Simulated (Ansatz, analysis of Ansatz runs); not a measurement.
# How often does Na try the jump in Na3BrO (Pm-3m)?

Aim: the prefactor of a hop in Na3BrO (Pm-3m) (V_Na hop (3.2 Å), charge −1) from the modes of the moving atom at the start and at the top of a path found beforehand. Model: a cell of 60 host atoms with 1 Na taken out.

Method: plane-wave PAW DFT, PBEsol; finite-difference force constants of the moving atom alone, in Ansatz 0.2.0.

## (1) Starting point

The cell holds 59 atoms: 35 Na, 12 Br and 12 O. Cell: a = 10.156 Å, b = 12.847 Å, c = 9.084 Å, α = 90.0°, β = 90.0°, γ = 108.4°. It derives from Na3BrO (space group Pm-3m). Nearest the centre at fractional (0.333, 0.458, 0.250): Na4 at 1.37 Å, O43 at 1.74 Å, Na37 at 2.69 Å, Na52 at 2.69 Å, Br11 at 2.87 Å, Br26 at 2.87 Å, Na5 at 3.48 Å, Na34 at 3.50 Å. The cell carries charge −1.

The cell's shortest repeat is 9.1 Å.

## (2) Vibrations of the moving atom at the start point

Harmonic transition-state theory takes the prefactor from the modes at the minimum and at the top. Only the moving atom is displaced, by 0.02 Å, which takes six displaced runs and a reference; the host's atoms are held.

qm1.start.modes/input.yaml reads:

```yaml
crystal:
  lattice:
    - [9.08406471, 4.54203236, 0.0]
    - [-9.08406471, 9.08406471, 0.0]
    - [0.0, 0.0, 9.08406471]
  atoms:
    - { symbol: Na, position: [0.16600938, 0.16291509, 0.25022812] }
    - { symbol: Na, position: [0.50013736, 0.00014845, 0.2501001] }
    - { symbol: Na, position: [0.8501575, 0.34149089, 0.25000785] }
    - { symbol: Na, position: [0.19155195, 0.4142241, 0.25009735] }
    - { symbol: Na, position: [0.4987136, 0.25893361, 0.25017682] }
    - { symbol: Na, position: [0.83158711, 0.08611779, 0.25012058] }
    - { symbol: Na, position: [0.00231019, 0.25237378, -8.134e-05] }
    - { symbol: Na, position: [0.33581468, 0.08429836, 0.00010671] }
    - { symbol: Na, position: [0.65867557, 0.42133085, 0.00686642] }
    - { symbol: Br, position: [0.00025922, 0.00027269, 0.00086891] }
    - { symbol: Br, position: [0.32913753, 0.32758429, -0.00728261] }
    - { symbol: Br, position: [0.66719319, 0.16303271, -0.00283898] }
    - { symbol: O, position: [0.00675842, 0.25042447, 0.25015662] }
    - { symbol: O, position: [0.33475047, 0.08405927, 0.25017682] }
    - { symbol: O, position: [0.68087806, 0.41040163, 0.25011151] }
    - { symbol: Na, position: [0.16732797, 0.16779592, 0.75007148] }
    - { symbol: Na, position: [0.50018654, 0.00024241, 0.7502118] }
    - { symbol: Na, position: [0.83192538, 0.33508062, 0.75021389] }
    - { symbol: Na, position: [0.1656474, 0.41813391, 0.7501892] }
    - { symbol: Na, position: [0.50003525, 0.25057971, 0.75017038] }
    - { symbol: Na, position: [0.83177849, 0.08426643, 0.75017637] }
    - { symbol: Na, position: [0.00222372, 0.25245954, 0.50038153] }
    - { symbol: Na, position: [0.33594069, 0.08428238, 0.50023988] }
    - { symbol: Na, position: [0.65874477, 0.42123556, 0.49344192] }
    - { symbol: Br, position: [0.000216, 0.00023494, 0.4995732] }
    - { symbol: Br, position: [0.32921105, 0.32759367, 0.50759165] }
    - { symbol: Br, position: [0.66712575, 0.16306865, 0.50330774] }
    - { symbol: O, position: [-0.00122006, 0.25002929, 0.75015458] }
    - { symbol: O, position: [0.33345569, 0.08348207, 0.75017179] }
    - { symbol: O, position: [0.66436209, 0.41735187, 0.75017205] }
    - { symbol: Na, position: [0.15026797, 0.65901564, 0.25001634] }
    - { symbol: Na, position: [0.83441768, 0.83757401, 0.25018585] }
    - { symbol: Na, position: [0.16875271, 0.91435791, 0.25018245] }
    - { symbol: Na, position: [0.50181039, 0.74145417, 0.25016221] }
    - { symbol: Na, position: [0.80885984, 0.58625212, 0.25016484] }
    - { symbol: Na, position: [-0.00194718, 0.74805434, -0.00010376] }
    - { symbol: Na, position: [0.34172812, 0.57922655, 0.0068463] }
    - { symbol: Na, position: [0.66453085, 0.91615055, 7.51e-05] }
    - { symbol: Br, position: [0.00019776, 0.50028086, -0.00860942] }
    - { symbol: Br, position: [0.33324097, 0.83743661, -0.00287184] }
    - { symbol: Br, position: [0.67119426, 0.67289581, -0.00720222] }
    - { symbol: O, position: [-0.00636753, 0.75004222, 0.2501274] }
    - { symbol: O, position: [0.31952255, 0.59007624, 0.25014645] }
    - { symbol: O, position: [0.66565455, 0.9163813, 0.25014857] }
    - { symbol: Na, position: [0.16842059, 0.66537528, 0.75025647] }
    - { symbol: Na, position: [0.50017049, 0.50022273, 0.75001798] }
    - { symbol: Na, position: [0.83306669, 0.83269797, 0.75011294] }
    - { symbol: Na, position: [0.16858621, 0.91621821, 0.75011286] }
    - { symbol: Na, position: [0.50033945, 0.74989392, 0.75011219] }
    - { symbol: Na, position: [0.83471955, 0.58231602, 0.75012917] }
    - { symbol: Na, position: [-0.00188387, 0.74797144, 0.50037841] }
    - { symbol: Na, position: [0.34153064, 0.57923887, 0.49346861] }
    - { symbol: Na, position: [0.66448328, 0.91618763, 0.50021648] }
    - { symbol: Br, position: [0.00026707, 0.50021895, 0.5091159] }
    - { symbol: Br, position: [0.33324108, 0.83740613, 0.50333398] }
    - { symbol: Br, position: [0.67128473, 0.67290345, 0.50773899] }
    - { symbol: O, position: [0.00157922, 0.75044178, 0.75014527] }
    - { symbol: O, position: [0.336004, 0.58312126, 0.75016361] }
    - { symbol: O, position: [0.66692064, 0.9169963, 0.75014749] }
  symmetry: { detect: false }
total_charge: -1
basis:
  ecutwfc: 420
  xc_grid: 2
hamiltonian:
  xc: pbesol
kpoints:
  mp_grid: { grid: [1, 1, 1], shift: [0.25, 0.25, 0.25] }
scf:
  occupations: { method: fixed }
  max_iter: 150
phonons:
  supercell: [1, 1, 1]
  displaced_sites: [3]
  amplitude: 0.02
```

The run is started by

```bash
> ansatz run input.yaml --threads 32 --pin off --max-ram 84787MiB --backend cuda --events-out ev --progress --plain --runs-dir out --max-vram 78GiB
```

Numbers of over 12 decimals in the logs are rounded to 6 here.

Output:

```text
[... repeated set-up lines and file paths are left out, and long positions are rounded to six places ...]
Engine: ansatz 0.2.0, aarch64-unknown-linux-gnu
Pseudopotentials: kind: paw
Pseudopotential: Na, paw, valence charge 9, recommended cutoff 420 eV (normal), Na.paw.azcp
Pseudopotential: Br, paw, valence charge 7, recommended cutoff 420 eV (normal), Br.paw.azcp
Pseudopotential: O, paw, valence charge 6, recommended cutoff 420 eV (normal), O.paw.azcp
Functional definition: PBEsol
  exchange = pbesol_x
  correlation = pbesol_c
[...]
Crystal: 59 atoms, lattice volume = 1124.429 Å³
Basis set: ecut = 420 eV, 22007 PW (Γ), exchange–correlation on 144×180×128 points (8 copies of the dense FFT grid, shifted against one another)
Bands: 295, of which v1, the nominal top of the filled ones, is band 236 counted from 1 (235 counted from 0)
Symmetry: 1 space group operations
k-points: 1
Non-local potential: Na, projectors of the file, l = 0: 3, l = 1: 2, l = 2: 1
Non-local potential: Br, projectors of the file, l = 0: 2, l = 1: 2, l = 2: 2
Non-local potential: O, projectors of the file, l = 0: 2, l = 1: 2, l = 2: 1
PAW form: soft (Blöchl's): semilocal exchange-correlation on the pseudo side does not see the compensation charge
PAW frozen core: Na, regenerated for the run's functional, and the local potential with it (the file was generated under x = pbe(κ = 0.804, μ = 0.219515), c = pbe(β = 0.066725))
PAW frozen core: Br, regenerated for the run's functional, and the local potential with it (the file was generated under x = pbe(κ = 0.804, μ = 0.219515), c = pbe(β = 0.066725))
PAW frozen core: O, regenerated for the run's functional, and the local potential with it (the file was generated under x = pbe(κ = 0.804, μ = 0.219515), c = pbe(β = 0.066725))
PAW one-centre angular grid: Na, 110 points (default); XC on 64 Gauss nodes
PAW one-centre angular grid: Br, 110 points (default); XC on 64 Gauss nodes
PAW one-centre angular grid: O, 110 points (default); XC on 64 Gauss nodes
Initial density: superposition of atomic densities (neutral atoms scaled as one to the charged cell's electrons: chi_scale 0, normalization atom), corrected by the library's trained network
Initial wavefunctions: pseudopotential atomic-orbital guess
[...]
Functional: x = pbesol(κ = 0.804, μ = 0.123457), c = pbesol(β = 0.046)
SCF iter   1: F=—  HF=-91269.687842 eV  |F-HF|=—  |Δ(HF+E_count)|=         —  Δρ=1.01e-2  dr2=7.88e-1  ethr=1.77e-3  ⟨swp⟩=5.0  Hψ=925  notcnv=0  defer=57
preconditioner: auto → Resta (q_TF=auto, 2.361 Å⁻¹)  ε∞=2.3  [insulator: Δε(μ)=2.472 eV  Ē_g=19.796 eV  n_scr=252 (ndim 8)  ℏωp=22.2 eV  f_vac=0.031  ε∞_Penn≈2.3]
SCF iter   2: F=—  HF=-91269.430808 eV  |F-HF|=—  |Δ(HF+E_count)|=   2.57e-1  Δρ=4.00e-3  dr2=1.92e-1  ethr=1.67e-4  ⟨swp⟩=3.0  Hψ=578  notcnv=0  defer=57
[...]
SCF iter  13: F=-91269.385580 eV  HF=-91269.385580 eV  |F-HF|=3.78e-10  |Δ(HF+E_count)|=  6.98e-10  Δρ=2.61e-7  dr2=7.21e-10  ethr=1.00e-12  ⟨swp⟩=15.0  Hψ=1830  notcnv=0
SCF 1 converged in 13 iterations: F = -91269.385580 eV  dr2 = 7.21e-10
  greatest PAW one-centre occupation: 0.999 electrons in one spin orbital (limit 2), on the Na atom at site 30 (counted from 0), in its partial waves of l = 0
[...]
iter 1 solved again at ethr=1.63e-7 eV; its pass at ethr=3.10e-3 eV (dr2=7.71e-4 eV) is discarded
SCF iter   1: F=—  HF=-91269.385371 eV  |F-HF|=—  |Δ(HF+E_count)|=         —  Δρ=3.39e-4  dr2=9.52e-4  ethr=1.63e-7  ⟨swp⟩=3.0  Hψ=1124  notcnv=0  defer=46
SCF iter   2: F=—  HF=-91269.385964 eV  |F-HF|=—  |Δ(HF+E_count)|=   5.93e-4  Δρ=1.77e-4  dr2=2.65e-4  ethr=1.63e-7  ⟨swp⟩=2.0  Hψ=451  notcnv=0  defer=46
[...]
SCF iter  10: F=-91269.385250 eV  HF=-91269.385250 eV  |F-HF|=1.46e-11  |Δ(HF+E_count)|=  1.89e-10  Δρ=8.25e-8  dr2=7.09e-11  ethr=1.00e-12  ⟨swp⟩=3.0  Hψ=853  notcnv=0
SCF 2 converged in 10 iterations: F = -91269.385250 eV  dr2 = 7.09e-11
[...]
SCF 3 converged in 8 iterations: F = -91269.385329 eV  dr2 = 1.87e-11
[...]
SCF 4 converged in 11 iterations: F = -91269.384450 eV  dr2 = 2.26e-11
[...]
SCF 5 converged in 8 iterations: F = -91269.384427 eV  dr2 = 1.87e-11
[...]
SCF 6 converged in 10 iterations: F = -91269.385229 eV  dr2 = 6.08e-11
[...]
SCF 7 converged in 8 iterations: F = -91269.385200 eV  dr2 = 1.73e-11
SCF converged after 13 iterations
[...]
[... 6 atoms left out ...]
  atom  52  Na    -0.00040621     0.00382111    -0.00075968
  [... 7 atoms left out ...]
  max |Σ_I F_I| component: 1.89e-5 eV/Å
--- Band table (eV) ---
  k-point 0: bands = ["-46.7522", "-46.7520", "-46.6357", "-46.6355", [... 49 left out ...] "-18.7987", "-18.7978", "-18.7953", "-18.7"]
--- Phonons: 6 displaced members + reference (amplitude 0.02 Å, Σ member SCF iterations 55) ---
  symmetry images taken by strict's conditions (phonons.symmetry_images: auto; settled by no image being taken that strict refuses)
  force constants formed among 1 of 59 sites (Na 3); the other 58 at rest. The modes move the named sites alone.
  the frequencies, the zero-point energy and the sums are of the block with the acoustic sum rule laid on its rows. Row sums over every site: 3.9e-5 eV/Å² at the most
  transpose residual: 5.4e-4 eV/Å²
  largest component of a force at the reference: 1.9e-3 eV/Å on a named site, 8.8e-3 eV/Å on a site at rest
  frequencies among the named sites at Γ of the cell (cm⁻¹): 125.05 147.15 262.98
  unstable modes among the named sites: 0
  frequencies as built, with no sum rule (cm⁻¹): 125.04 147.15 262.98
  zero-point energy: 0.033177 eV/cell   skipped modes (ω ≤ 0): 0
  not written: the harmonic force-constant file, the file of eigenvectors (these modes' are written with the force constants), the density of states and the dispersion, which are of every site
```

Wall time 3.7 s (1 × NVIDIA GB200 with 32 threads of Arm Neoverse V2, shared host); peak memory 1.7 GiB; 12 s of CPU time.

This step gave:

```
free energy                : -91269.3856 eV
frequencies of moving atom : 125.0, 147.2, 263.0 cm⁻¹ (negative: imaginary)
```

The three modes are 125, 147 and 263 cm⁻¹: all real, a minimum for this atom with the others held.

## (3) Vibrations of the moving atom at the top of the path

The same at the top, where the mode along the path should be imaginary.

qm1.top.modes/input.yaml reads:

```yaml
crystal:
  lattice:
    - [9.08406471, 4.54203236, 0.0]
    - [-9.08406471, 9.08406471, 0.0]
    - [0.0, 0.0, 9.08406471]
  atoms:
    - { symbol: Na, position: [0.16404225, 0.16155601, 0.25011566] }
    - { symbol: Na, position: [0.49685153, -0.00542022, 0.25023231] }
[... 1 atom line left out ...]
    - { symbol: Na, position: [0.33785866, 0.43490299, 0.24974374] }
    - { symbol: Na, position: [0.51525141, 0.24436261, 0.24998082] }
[... 5 atom lines left out ...]
    - { symbol: Br, position: [0.33447923, 0.32496923, -0.01688126] }
[... 1 atom line left out ...]
    - { symbol: O, position: [0.00076045, 0.24287103, 0.25001005] }
[... 1 atom line left out ...]
    - { symbol: O, position: [0.67657896, 0.40877201, 0.25012791] }
[... 10 atom lines left out ...]
    - { symbol: Br, position: [0.3343929, 0.32515956, 0.5167152] }
[... 4 atom lines left out ...]
    - { symbol: Na, position: [0.14273404, 0.64740354, 0.25004912] }
[... 2 atom lines left out ...]
    - { symbol: Na, position: [0.5088221, 0.7465031, 0.25010876] }
[... 2 atom lines left out ...]
    - { symbol: Na, position: [0.33095786, 0.59203624, 0.00274844] }
[... 5 atom lines left out ...]
    - { symbol: O, position: [0.33011558, 0.59851807, 0.25021561] }
[... 8 atom lines left out ...]
    - { symbol: Na, position: [0.33096876, 0.5921533, 0.49736555] }
[... 6 atom lines left out ...]
    - { symbol: O, position: [0.66833313, 0.91895417, 0.7502163] }
  symmetry: { detect: false }
total_charge: -1
basis:
  ecutwfc: 420
  xc_grid: 2
hamiltonian:
  xc: pbesol
kpoints:
  mp_grid: { grid: [1, 1, 1], shift: [0.25, 0.25, 0.25] }
scf:
  occupations: { method: fixed }
  max_iter: 150
phonons:
  supercell: [1, 1, 1]
  displaced_sites: [3]
  amplitude: 0.02
```

Output:

```text
[...]
Crystal: 59 atoms, lattice volume = 1124.429 Å³
Basis set: ecut = 420 eV, 22007 PW (Γ), exchange–correlation on 144×180×128 points (8 copies of the dense FFT grid, shifted against one another)
Bands: 295, of which v1, the nominal top of the filled ones, is band 236 counted from 1 (235 counted from 0)
[... 1 set-up line as in the run before ...]
k-points: 1
[...]
SCF iter   1: F=—  HF=-91269.316471 eV  |F-HF|=—  |Δ(HF+E_count)|=         —  Δρ=1.02e-2  dr2=8.16e-1  ethr=1.77e-3  ⟨swp⟩=5.0  Hψ=925  notcnv=0  defer=57
[...]
SCF iter   2: F=—  HF=-91269.057336 eV  |F-HF|=—  |Δ(HF+E_count)|=   2.59e-1  Δρ=4.12e-3  dr2=2.05e-1  ethr=1.73e-4  ⟨swp⟩=3.0  Hψ=578  notcnv=0  defer=57
[...]
SCF iter  13: F=-91269.010157 eV  HF=-91269.010157 eV  |F-HF|=1.46e-10  |Δ(HF+E_count)|=  7.28e-11  Δρ=9.43e-8  dr2=8.63e-11  ethr=1.00e-12  ⟨swp⟩=14.0  Hψ=1739  notcnv=0
SCF 1 converged in 13 iterations: F = -91269.010157 eV  dr2 = 8.63e-11
[...]
SCF iter   2: F=—  HF=-91269.010457 eV  |F-HF|=—  |Δ(HF+E_count)|=   5.48e-4  Δρ=2.06e-4  dr2=3.29e-4  ethr=2.33e-7  ⟨swp⟩=2.0  Hψ=476  notcnv=0  defer=52
[...]
SCF iter  11: F=-91269.009505 eV  HF=-91269.009505 eV  |F-HF|=1.46e-11  |Δ(HF+E_count)|=  1.16e-10  Δρ=6.59e-8  dr2=4.51e-11  ethr=1.00e-12  ⟨swp⟩=3.0  Hψ=771  notcnv=0
SCF 2 converged in 11 iterations: F = -91269.009505 eV  dr2 = 4.51e-11
[...]
SCF 3 converged in 8 iterations: F = -91269.009482 eV  dr2 = 1.98e-11
[...]
SCF 4 converged in 10 iterations: F = -91269.009543 eV  dr2 = 9.60e-11
[...]
SCF 5 converged in 8 iterations: F = -91269.009566 eV  dr2 = 1.93e-11
[...]
SCF 6 converged in 10 iterations: F = -91269.009640 eV  dr2 = 7.02e-11
[...]
SCF 7 converged in 8 iterations: F = -91269.009286 eV  dr2 = 1.66e-11
SCF converged after 13 iterations
[...]
[... 5 atoms left out ...]
  atom  52  Na     0.00509335    -0.00477943     0.00400408
  [... 7 atoms left out ...]
  max |Σ_I F_I| component: 2.07e-5 eV/Å
--- Band table (eV) ---
[...]
transpose residual: 2.2e-4 eV/Å²
[...]
frequencies among the named sites at Γ of the cell (cm⁻¹): -75.15 202.69 283.89
  unstable modes among the named sites: 1
  frequencies as built, with no sum rule (cm⁻¹): -75.15 202.69 283.89
  zero-point energy: 0.030164 eV/cell   skipped modes (ω ≤ 0): 1, of them read as no rigid motion or as one in doubt: 1 (1.000e0 modes/cell left out, lowest -75.15 cm⁻¹)
[...]
```

Run time: 3.8 s. Hardware: 1 × NVIDIA GB200 with 32 threads; peak memory 1.6 GiB; 12 s of CPU time.

Numbers from this step:

```yaml
free_energy: -91269.0102 eV
frequencies_of_moving_atom: -75.15, 202.7, 283.9 cm⁻¹ (negative: imaginary)
```

The three modes are 75i, 203 and 284 cm⁻¹: one imaginary, a saddle of first order for this atom with the others held.

## (4) Attempt frequency and hop rate

Analysis of the runs above: harmonic transition-state theory from the moving atom's modes alone (Vineyard), PBEsol.

It gives:

```
attempt frequency : 2.521 THz
```

Table of hop rate by temperature:

```csv
temperature (K),hop rate (1/s)
200,874
300,1.2e6
400,4.7e7
600,1.8e9
800,1.1e10
1000,3.2e10
```

## (5) Results

* attempt frequency (attempt frequency and hop rate): 2.52 THz

What this shows: The attempt frequency, the product of the three frequencies at the start over that of the two real ones at the top (Vineyard), is 2.5 THz. With the barrier of 0.38 eV it gives 1.8e+09 hops a second at 600 K along this one path; equivalent neighbouring sites multiply that. The host's atoms were held, though they move along the path too, so the prefactor is rough. Keep in mind: one k-point off the zone centre stands for the whole zone.

[Logs are printed without paths, hosts, clocks, repeated set-up lines and the standing remarks that a program may print on its own settings, such as how far it seeks lower states.]

[Hosts, paths, dates, database ids (printed as entryN), source tags and the programs' standing remarks are cut or masked in the printed files.]
